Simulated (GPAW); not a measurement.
# A 7-layer slab of Ru(0001): simulated STM images

What would a tunnelling microscope show on a 7-layer slab of Ru(0001)?

Main program and level: GPAW 26.7.0; GPAW, PAW setups; slab in vacuum, relaxation, in the first sound run; inputs show where later runs differ.

## (1) The structure

The cell holds 7 atoms: 7 Ru. Cell: a = 2.700 Å, b = 2.700 Å, c = 28.830 Å, α = 90.0°, β = 90.0°, γ = 60.0°. Vacuum lies along c.

## (2) Relaxing the atoms

Forces are removed first; all later runs use this geometry. The lowest 3 atoms are held at bulk positions and keep their forces.

Contents of run.py:

```python
import json
import numpy as np
from ase import Atoms
from ase.constraints import FixAtoms
from ase.optimize import BFGS
from gpaw import GPAW, PW

slab = Atoms(
    ['Ru', 'Ru', 'Ru', 'Ru', 'Ru', 'Ru', 'Ru'],
    positions=[
        [0.00000, 0.00000, 8.00000],
        [2.70000, 1.55885, 10.13840],
        [0.00000, 0.00000, 12.27680],
        [2.70000, 1.55885, 14.41520],
        [0.00000, 0.00000, 16.55360],
        [2.70000, 1.55885, 18.69200],
        [0.00000, 0.00000, 20.83040]],
    cell=[[2.7, 0.0, 0.0], [1.35, 2.33827, 0.0], [0.0, 0.0, 28.8304]],
    pbc=[True, True, False])

slab.calc = GPAW(mode=PW(400), xc='PBE', kpts={'size': (13, 13, 1), 'gamma': True},
                 occupations={'name': 'fermi-dirac', 'width': 0.1}, nbands='160%',
                 convergence={'density': 1e-05}, maxiter=200,
                 poissonsolver={'dipolelayer': 'xy'},
                 symmetry={'tolerance': 1e-3, 'extra_ids': [1, 1, 1, 0, 0, 0, 0]}, txt='slab.txt')
result = {}
slab.set_constraint(FixAtoms([0, 1, 2]))
path = []
opt = BFGS(slab, maxstep=0.2)
opt.attach(lambda: path.append((slab.get_potential_energy(), slab.positions.tolist(), slab.get_forces().tolist())))
result['relaxed'] = bool(opt.run(fmax=0.03, steps=40))
result['path'] = path
energy = slab.get_potential_energy()
fermi = slab.calc.get_fermi_level()
v = slab.calc.get_electrostatic_potential().mean((0, 1)) - fermi
n = slab.calc.get_pseudo_density().mean((0, 1))
L = slab.cell[2, 2]
z = np.arange(len(v)) * L / len(v)
low, high = slab.positions[:, 2].min(), slab.positions[:, 2].max()
below, above = np.interp([low - 5.8, high + 5.8], z, v)
slopes = [np.interp(x, z, np.gradient(v, z)) for x in (low - 5.8, high + 5.8)]
eps = np.array([[slab.calc.get_eigenvalues(k, s) for k in range(len(slab.calc.get_ibz_k_points()))]
                for s in range(slab.calc.get_number_of_spins())]) - fermi
top, bottom = eps[eps < 0].max(), eps[eps > 0].min()
dipole = slab.get_dipole_moment()[2]
print(f'energy {energy:.4f} eV, Fermi level {fermi:.4f} eV, dipole {dipole:.5f} e A')
print(f'potential 5.8 A off the faces, from the Fermi level: lower {below:.4f} eV, upper {above:.4f} eV')
print(f'slope of the potential there: lower {slopes[0]:.5f}, upper {slopes[1]:.5f} eV/A')
print(f'nearest levels on the mesh: {top:.4f} and {bottom:.4f} eV')
print('magnetic moment', round(slab.get_magnetic_moment(), 3))
result.update(energy=energy, fermi=fermi, dipole=dipole, below=below, above=above, slopes=slopes, edges=[top, bottom],
              z=z.tolist(), v=v.tolist(), n=n.tolist(), positions=slab.positions.tolist(),
              forces=slab.get_forces(apply_constraint=False).tolist(), moments=slab.get_magnetic_moments().tolist())
json.dump(result, open('result.json', 'w'))
```

The run is started by

```
OMP_NUM_THREADS=1 OPENBLAS_NUM_THREADS=1 python run.py
```

The log of the run:

```text
Step          Energy          fmax
BFGS:    0      -63.688848        0.634890
BFGS:    1      -63.698215        0.471351
BFGS:    2      -63.710692        0.149548
BFGS:    3      -63.711279        0.128091
BFGS:    4      -63.711992        0.072534
BFGS:    5      -63.712561        0.087838
BFGS:    6      -63.712806        0.075900
BFGS:    7      -63.713022        0.070602
BFGS:    8      -63.713352        0.091645
BFGS:    9      -63.713783        0.089629
BFGS:   10      -63.714116        0.079132
BFGS:   11      -63.714447        0.066797
BFGS:   12      -63.714563        0.040466
BFGS:   13      -63.714638        0.012483
energy -63.5901 eV, Fermi level 4.6688 eV, dipole 0.00206 e A
potential 5.8 A off the faces, from the Fermi level: lower 5.0567 eV, upper 5.0069 eV
slope of the potential there: lower -0.00011, upper 0.00029 eV/A
nearest levels on the mesh: -0.0011 and 0.0021 eV
magnetic moment 0.0
```

Elapsed: 59 min, on 1 thread of Arm Neoverse V1, shared host; peak memory 0.3 GiB.

The steps of the relaxation:

| step | energy less that of the first step (eV) | largest force (eV/Å) |
| --- | --- | --- |
| 1 | 0.0000 | 0.6349 |
| 2 | -0.0096 | 0.4714 |
| 3 | -0.0232 | 0.1495 |
| 4 | -0.0237 | 0.1281 |
| 5 | -0.0245 | 0.0725 |
| 6 | -0.0252 | 0.0878 |
| 7 | -0.0256 | 0.0759 |
| 8 | -0.0258 | 0.0706 |
| 9 | -0.0261 | 0.0916 |
| 10 | -0.0264 | 0.0896 |
| 11 | -0.0265 | 0.0791 |
| 12 | -0.0265 | 0.0668 |
| 13 | -0.0265 | 0.0405 |
| 14 | -0.0266 | 0.0125 |

The atoms that moved most (Å):

| atom | dx | dy | dz | length |
| --- | --- | --- | --- | --- |
| Ru6 | 0.000 | 0.000 | 0.068 | 0.068 |
| Ru5 | 0.000 | 0.000 | 0.050 | 0.050 |
| Ru4 | 0.000 | 0.000 | 0.026 | 0.026 |
| Ru7 | 0.000 | 0.000 | 0.006 | 0.006 |

The relaxed structure:

```xyz
7
Lattice="2.7000 0.0000 0.0000 1.3500 2.3383 0.0000 0.0000 0.0000 28.8304" Properties=species:S:1:pos:R:3
Ru    0.0000    0.0000    8.0000
Ru    2.7000    1.5589   10.1384
Ru    0.0000    0.0000   12.2768
Ru    2.7000    1.5589   14.4416
Ru    0.0000    0.0000   16.6041
Ru    2.7000    1.5589   18.7597
Ru    0.0000    0.0000   20.8361
```

This step gave:

* dipole along the normal: 0.002058 e·Å
* levels nearest the Fermi level on the mesh: -0.001101, 0.002086 eV from the Fermi level
* upper work function: 5.007 eV
* lower work function: 5.057 eV

The electrostatic potential energy of an electron (without an applied field's), less the Fermi level, planar mean oscillates, so the rows of the table below give means over windows of 2.14 Å about each position, cut where the curve ends. Its maxima inside the range that stand out by 2 % of the span (Å: eV): 9.1: -1.82, 11.2: -1.99, 13.3: -1.69, 15.5: -1.75, 17.7: -1.91, 19.8: -2.61. Its minima: 8.0: -28.0, 10.1: -28.5, 12.3: -28.3, 14.4: -28.3, 16.7: -28.1, 18.8: -28.4, 20.8: -28.0.

Electrostatic potential energy of an electron (without an applied field's), less the Fermi level, planar mean against z; means over each step:

z (Å), electrostatic potential energy of an electron (without an applied field's), less the Fermi level, planar mean (eV) and a bar from the least value:
```
     1.07        5.1 ##############################
     3.21        5.1 ##############################
     5.35        4.8 ##############################
     7.49      -11.2 ####
     9.63      -13.5 
    11.77      -13.6 
    13.91      -13.3 #
    16.05      -13.4 #
    18.19      -13.5 
    20.33      -13.8 
    22.47        2.1 #########################
    24.61        5.0 ##############################
    26.75        5.0 ##############################
```

The pseudo valence density, planar mean oscillates, so the rows of the table below give means over windows of 2.14 Å about each position, cut where the curve ends. Its maxima inside the range that stand out by 2 % of the span (Å: e/Å³): 7.9: 2.56, 10.0: 2.55, 12.2: 2.54, 14.5: 2.59, 16.7: 2.64, 18.8: 2.67, 20.9: 2.57. Its minima: 9.0: 0.386, 11.1: 0.384, 13.5: 0.367, 15.6: 0.362, 17.7: 0.363, 19.9: 0.412.

Table of pseudo valence density, planar mean by z; means over each step:

| z (Å) | pseudo valence density, planar mean (e/Å³) |
| --- | --- |
| 3.21 | 3.6e-5 |
| 5.35 | 0.00784 |
| 7.49 | 1.05 |
| 9.63 | 1.18 |
| 11.77 | 1.18 |
| 13.91 | 1.17 |
| 16.05 | 1.17 |
| 18.19 | 1.18 |
| 20.33 | 1.21 |
| 22.47 | 0.126 |
| 24.61 | 4.8e-4 |
| 26.75 | 0 |

The relaxation lowered the energy of the cell by 0.0266 eV (energies extrapolated to zero smearing; the optimiser's log prints free energies). The largest force left on a free atom is 0.012 eV/Å.

## (3) Plane waves, PBE

With the geometry fixed, the planar mean of the potential gives the vacuum level on each side.

This step: GPAW, PAW setups; slab in vacuum (GPAW 26.7.0).

run.py: that of step 2 with these lines changed.

```diff
@@ -3,4 +3,3 @@
 from ase import Atoms
-from ase.constraints import FixAtoms
-from ase.optimize import BFGS
+from ase.dft.stm import STM
 from gpaw import GPAW, PW
@@ -13,6 +12,6 @@
         [0.00000, 0.00000, 12.27680],
-        [2.70000, 1.55885, 14.41520],
-        [0.00000, 0.00000, 16.55360],
-        [2.70000, 1.55885, 18.69200],
-        [0.00000, 0.00000, 20.83040]],
+        [2.70000, 1.55885, 14.44157],
+        [-0.00000, 0.00000, 16.60409],
+        [2.70000, 1.55885, 18.75974],
+        [-0.00000, 0.00000, 20.83614]],
     cell=[[2.7, 0.0, 0.0], [1.35, 2.33827, 0.0], [0.0, 0.0, 28.8304]],
@@ -24,10 +23,4 @@
                  poissonsolver={'dipolelayer': 'xy'},
-                 symmetry={'tolerance': 1e-3, 'extra_ids': [1, 1, 1, 0, 0, 0, 0]}, txt='slab.txt')
+                 symmetry={'tolerance': 1e-3}, txt='slab.txt')
 result = {}
-slab.set_constraint(FixAtoms([0, 1, 2]))
-path = []
-opt = BFGS(slab, maxstep=0.2)
-opt.attach(lambda: path.append((slab.get_potential_energy(), slab.positions.tolist(), slab.get_forces().tolist())))
-result['relaxed'] = bool(opt.run(fmax=0.03, steps=40))
-result['path'] = path
 energy = slab.get_potential_energy()
@@ -53,2 +46,16 @@
               forces=slab.get_forces(apply_constraint=False).tolist(), moments=slab.get_magnetic_moments().tolist())
+
+# Images need the states of the whole zone, up to time reversal
+slab.calc = slab.calc.fixed_density(symmetry={'point_group': False}, txt='states.txt', nbands='250%',
+                                    convergence={'bands': 'CBM+1.3'})
+stm = STM(slab)
+result['stm'] = []
+for bias in [-1.0, 1.0]:
+    height = high + 3.0
+    current = stm.get_averaged_current(bias, height)
+    x, y, h = stm.scan(bias, current)
+    i, f = divmod(height / L * stm.ldos.shape[2], 1)
+    I = abs((1 - f) * stm.ldos[:, :, int(i)] + f * stm.ldos[:, :, int(i) + 1])
+    print(f'bias {bias} V: mean current at 3.0 A {current:.4e}, corrugation {np.ptp(h):.4f} A')
+    result['stm'].append(dict(bias=bias, current=current, h=(h - high).tolist(), I=I.tolist()))
 json.dump(result, open('result.json', 'w'))
```

The log of the run:

```text
energy -63.5901 eV, Fermi level 4.6689 eV, dipole 0.00181 e A
potential 5.8 A off the faces, from the Fermi level: lower 5.0565 eV, upper 5.0065 eV
slope of the potential there: lower -0.00004, upper 0.00022 eV/A
nearest levels on the mesh: -0.0011 and 0.0021 eV
magnetic moment 0.0
bias -1.0 V: mean current at 3.0 A 3.5490e-04, corrugation 0.0215 A
bias 1.0 V: mean current at 3.0 A 3.3962e-04, corrugation 0.0987 A
```

Elapsed: 19 min, on 1 thread; peak memory 1 GiB.

Numbers from this step:

* dipole along the normal: 0.001805 e·Å
* levels nearest the Fermi level on the mesh: -0.001107, 0.002105 eV from the Fermi level
* corrugation -1: 0.02150 Å
* corrugation 1: 0.09870 Å

The electrostatic potential energy of an electron (without an applied field's), less the Fermi level, planar mean oscillates, so the rows of the table below give means over windows of 2.14 Å about each position, cut where the curve ends. Its maxima inside the range that stand out by 2 % of the span (Å: eV): 9.1: -1.82, 11.2: -1.99, 13.3: -1.69, 15.5: -1.75, 17.7: -1.91, 19.8: -2.61. Its minima: 8.0: -28.0, 10.1: -28.5, 12.3: -28.3, 14.4: -28.3, 16.7: -28.1, 18.8: -28.4, 20.8: -28.0.

Electrostatic potential energy of an electron (without an applied field's), less the Fermi level, planar mean against z; means over each step:

| z (Å) | electrostatic potential energy of an electron (without an applied field's), less the Fermi level, planar mean (eV) |
| --- | --- |
| 1.07 | 5.05 |
| 3.21 | 5.06 |
| 5.35 | 4.84 |
| 7.49 | -11.2 |
| 9.63 | -13.5 |
| 11.77 | -13.6 |
| 13.91 | -13.3 |
| 16.05 | -13.4 |
| 18.19 | -13.5 |
| 20.33 | -13.8 |
| 22.47 | 2.12 |
| 24.61 | 4.99 |
| 26.75 | 5.01 |

The pseudo valence density, planar mean oscillates, so the rows of the table below give means over windows of 2.14 Å about each position, cut where the curve ends. Its maxima inside the range that stand out by 2 % of the span (Å: e/Å³): 7.9: 2.56, 10.0: 2.55, 12.2: 2.54, 14.5: 2.59, 16.7: 2.64, 18.8: 2.67, 20.9: 2.57. Its minima: 9.0: 0.386, 11.1: 0.384, 13.5: 0.367, 15.6: 0.362, 17.7: 0.363, 19.9: 0.412.

Pseudo valence density, planar mean against z; means over each step:

| z (Å) | pseudo valence density, planar mean (e/Å³) |
| --- | --- |
| 3.21 | 3.5e-5 |
| 5.35 | 0.00784 |
| 7.49 | 1.05 |
| 9.63 | 1.18 |
| 11.77 | 1.18 |
| 13.91 | 1.17 |
| 16.05 | 1.17 |
| 18.19 | 1.18 |
| 20.33 | 1.21 |
| 22.47 | 0.126 |
| 24.61 | 4.8e-4 |
| 26.75 | 0 |

Tip height over the top atom over a1 and a2. Sample bias -1 V, constant current at the mean current 3.0 Å over the top atom.

Ten even steps from '0' (2.991 Å) to '9' (3.012 Å):
```
99975321123579
99975321012357
77775321001235
55555321000123
34444321000012
23333321000001
22333322111111
22322232222222
33322223333333
54332223345555
75433223345777
97543333345799
99754322345799
99975322235799
```
Columns: a1 from 0 to 0.929; rows upwards: a2 from 0 to 0.929.

Local density of states summed over the bias window over a1 and a2. Sample bias -1 V, constant height 3.0 Å over the top atom.

Values in units of 1e-4 arbitrary, 14 rows by 14 columns:
```
3.7 3.7 3.6 3.6 3.6 3.5 3.5 3.5 3.5 3.5 3.5 3.6 3.6 3.6
3.6 3.6 3.6 3.6 3.6 3.5 3.5 3.5 3.5 3.5 3.5 3.5 3.6 3.6
3.6 3.6 3.6 3.6 3.6 3.5 3.5 3.5 3.5 3.5 3.5 3.5 3.5 3.6
3.6 3.6 3.6 3.6 3.6 3.5 3.5 3.5 3.5 3.5 3.5 3.5 3.5 3.5
3.5 3.5 3.6 3.6 3.5 3.5 3.5 3.5 3.5 3.5 3.5 3.5 3.5 3.5
3.5 3.5 3.5 3.5 3.5 3.5 3.5 3.5 3.5 3.5 3.5 3.5 3.5 3.5
3.5 3.5 3.5 3.5 3.5 3.5 3.5 3.5 3.5 3.5 3.5 3.5 3.5 3.5
3.5 3.5 3.5 3.5 3.5 3.5 3.5 3.5 3.5 3.5 3.5 3.5 3.5 3.5
3.5 3.5 3.5 3.5 3.5 3.5 3.5 3.5 3.5 3.5 3.5 3.5 3.5 3.5
3.6 3.5 3.5 3.5 3.5 3.5 3.5 3.5 3.5 3.5 3.6 3.6 3.6 3.6
3.6 3.6 3.6 3.5 3.5 3.5 3.5 3.5 3.5 3.6 3.6 3.6 3.6 3.6
3.6 3.6 3.6 3.6 3.5 3.5 3.5 3.5 3.5 3.6 3.6 3.6 3.6 3.6
3.7 3.6 3.6 3.6 3.5 3.5 3.5 3.5 3.5 3.5 3.6 3.6 3.6 3.7
3.7 3.7 3.6 3.6 3.6 3.5 3.5 3.5 3.5 3.5 3.6 3.6 3.6 3.7
```
Columns: a1 from 0 to 0.929; rows upwards: a2 from 0 to 0.929.

Tip height over the top atom over a1 and a2. Sample bias 1 V, constant current at the mean current 3.0 Å over the top atom.

Values in Å, 14 rows by 14 columns:
```
3.052 3.052 3.047 3.035 3.019 3.000 2.982 2.972 2.972 2.982 3.000 3.019 3.035 3.047
3.044 3.047 3.044 3.035 3.021 3.003 2.984 2.970 2.965 2.970 2.984 3.003 3.021 3.035
3.030 3.035 3.035 3.030 3.019 3.003 2.984 2.968 2.960 2.960 2.968 2.984 3.003 3.019
3.012 3.020 3.022 3.020 3.012 3.000 2.984 2.968 2.959 2.956 2.959 2.968 2.984 3.000
2.994 3.002 3.006 3.006 3.002 2.994 2.982 2.970 2.960 2.956 2.956 2.960 2.970 2.982
2.979 2.986 2.990 2.992 2.990 2.986 2.979 2.972 2.965 2.960 2.959 2.960 2.965 2.972
2.973 2.975 2.978 2.979 2.979 2.978 2.975 2.973 2.972 2.970 2.968 2.968 2.970 2.972
2.979 2.975 2.973 2.971 2.970 2.971 2.973 2.975 2.979 2.982 2.984 2.984 2.984 2.982
2.994 2.986 2.978 2.971 2.967 2.967 2.971 2.978 2.986 2.994 3.000 3.003 3.003 3.000
3.012 3.002 2.990 2.979 2.970 2.967 2.970 2.979 2.990 3.002 3.012 3.019 3.021 3.019
3.030 3.020 3.006 2.992 2.979 2.971 2.971 2.979 2.992 3.006 3.020 3.030 3.035 3.035
3.044 3.035 3.022 3.006 2.990 2.978 2.973 2.978 2.990 3.006 3.022 3.035 3.044 3.047
3.052 3.047 3.035 3.020 3.002 2.986 2.975 2.975 2.986 3.002 3.020 3.035 3.047 3.052
3.055 3.052 3.044 3.030 3.012 2.994 2.979 2.973 2.979 2.994 3.012 3.030 3.044 3.052
```
Columns: a1 from 0 to 0.929; rows upwards: a2 from 0 to 0.929.

Local density of states summed over the bias window over a1 and a2. Sample bias 1 V, constant height 3.0 Å over the top atom.

Ten even steps from '_' (3.08 × 1e-4 arbitrary) to '@' (3.98 × 1e-4 arbitrary):
```
@@@@%%##++--::....::--++##%%
%%%%%%##++--::..__..::--++##
**####**++--::________::--++
==++++++==--::__________::--
::--====--::::..________..::
..::::::::::....__________..
....................____....
..................::::::::::
::::....____....::::--------
==--::....__....::--==++++++
**++==::........::==++**####
%%##++==::......::==++##%%%%
@@%%##++--::....::--++##%%@@
@@@@%%**==::......::==**%%@@
```
Columns: a1 from 0 to 0.929; rows upwards: a2 from 0 to 0.929.

Force by atom:

| atom | x (eV/Å) | y (eV/Å) | z (eV/Å) | size |
| --- | --- | --- | --- | --- |
| Ru1 | 0.000 | 0.000 | 0.549 | 0.549 |
| Ru2 | 0.000 | 0.000 | -0.584 | 0.584 |
| Ru3 | 0.000 | 0.000 | 0.041 | 0.041 |
| Ru4 | 0.000 | 0.000 | -0.007 | 0.007 |
| Ru5 | 0.000 | 0.000 | 0.012 | 0.012 |
| Ru6 | 0.000 | 0.000 | 0.008 | 0.008 |
| Ru7 | 0.000 | 0.000 | -0.013 | 0.013 |

The potential is flat to 2.2e-4 eV/Å where it is read, so the vacuum is wide enough.

## (4) A changed run

One more run, with changed settings.

run.py: that of step 3 with these lines changed.

```diff
@@ -3,3 +3,2 @@
 from ase import Atoms
-from ase.dft.stm import STM
 from gpaw import GPAW, PW
@@ -19,5 +18,5 @@
 
-slab.calc = GPAW(mode=PW(400), xc='PBE', kpts={'size': (13, 13, 1), 'gamma': True},
+slab.calc = GPAW(mode=PW(400), xc='PBE', kpts={'size': (1, 1, 1), 'gamma': True},
                  occupations={'name': 'fermi-dirac', 'width': 0.1}, nbands='160%',
-                 convergence={'density': 1e-05}, maxiter=200,
+                 convergence={'density': 1e-05}, maxiter=75,
                  poissonsolver={'dipolelayer': 'xy'},
@@ -46,16 +45,2 @@
               forces=slab.get_forces(apply_constraint=False).tolist(), moments=slab.get_magnetic_moments().tolist())
-
-# Images need the states of the whole zone, up to time reversal
-slab.calc = slab.calc.fixed_density(symmetry={'point_group': False}, txt='states.txt', nbands='250%',
-                                    convergence={'bands': 'CBM+1.3'})
-stm = STM(slab)
-result['stm'] = []
-for bias in [-1.0, 1.0]:
-    height = high + 3.0
-    current = stm.get_averaged_current(bias, height)
-    x, y, h = stm.scan(bias, current)
-    i, f = divmod(height / L * stm.ldos.shape[2], 1)
-    I = abs((1 - f) * stm.ldos[:, :, int(i)] + f * stm.ldos[:, :, int(i) + 1])
-    print(f'bias {bias} V: mean current at 3.0 A {current:.4e}, corrugation {np.ptp(h):.4f} A')
-    result['stm'].append(dict(bias=bias, current=current, h=(h - high).tolist(), I=I.tolist()))
 json.dump(result, open('result.json', 'w'))
```

The log of the run:

```text
energy -67.3589 eV, Fermi level 3.4397 eV, dipole -0.00263 e A
potential 5.8 A off the faces, from the Fermi level: lower 6.7145 eV, upper 6.7938 eV
slope of the potential there: lower -0.00009, upper 0.00030 eV/A
nearest levels on the mesh: -0.1825 and 0.1470 eV
magnetic moment 0.0
```

Elapsed: 39 s, on 1 thread; peak memory 0.19 GiB.

The run finished. A setting was moved off its sound value on purpose, so it serves as a test and not as the result.

The fault put into the input: one k-point (kpts = [1, 1]).

The two runs compared:

| quantity | this run | sound run | difference |
| --- | --- | --- | --- |
| upper work function (eV) | 6.7938 | 5.0065 | 1.79 |
| lower work function (eV) | 6.7145 | 5.0565 | 1.66 |

One result that differs is the upper work function, 6.79 eV against 5.01 eV.

## (5) What came out

| Item | Value |
| --- | --- |
| work function, upper and lower face | 5.007 and 5.057 eV |
| dipole along the normal | 0.00181 e Å |
| corrugation at -1 V | 0.0215 Å |
| corrugation at 1 V | 0.0987 Å |

The corrugation at constant current is largest at 1 V, where the tip height varies by 0.099 Å over the cell. Negative sample bias images filled states, positive bias empty ones. The measured value for polycrystalline Ru, which weights the faces of low work function, is 4.7 eV (as compiled in "Anisotropic work function of elemental crystals", 2019, arxiv:1902.07811); the relaxed upper face lies 0.31 eV over it with PBE. Measured work functions scatter by a tenth of an eV or more between methods. The images are of Tersoff-Hamann type: an s-wave tip, no tip-sample forces, heights closer than in a microscope. The small printed dipole stands for a step of -52 meV from the lower to the upper face, and the probes find -50 meV; values this small are near the numerical noise of both. The in-plane lattice was kept as typed, which isn't the functional's own and leaves some strain; spin-orbit coupling and temperature are left out.

[Logs are printed without paths, hosts, clocks, repeated set-up lines and the standing remarks that a program may print on its own settings, such as how far it seeks lower states.]

[Hosts, paths, dates, database ids (printed as entryN), source tags and the programs' standing remarks are cut or masked in the printed files.]
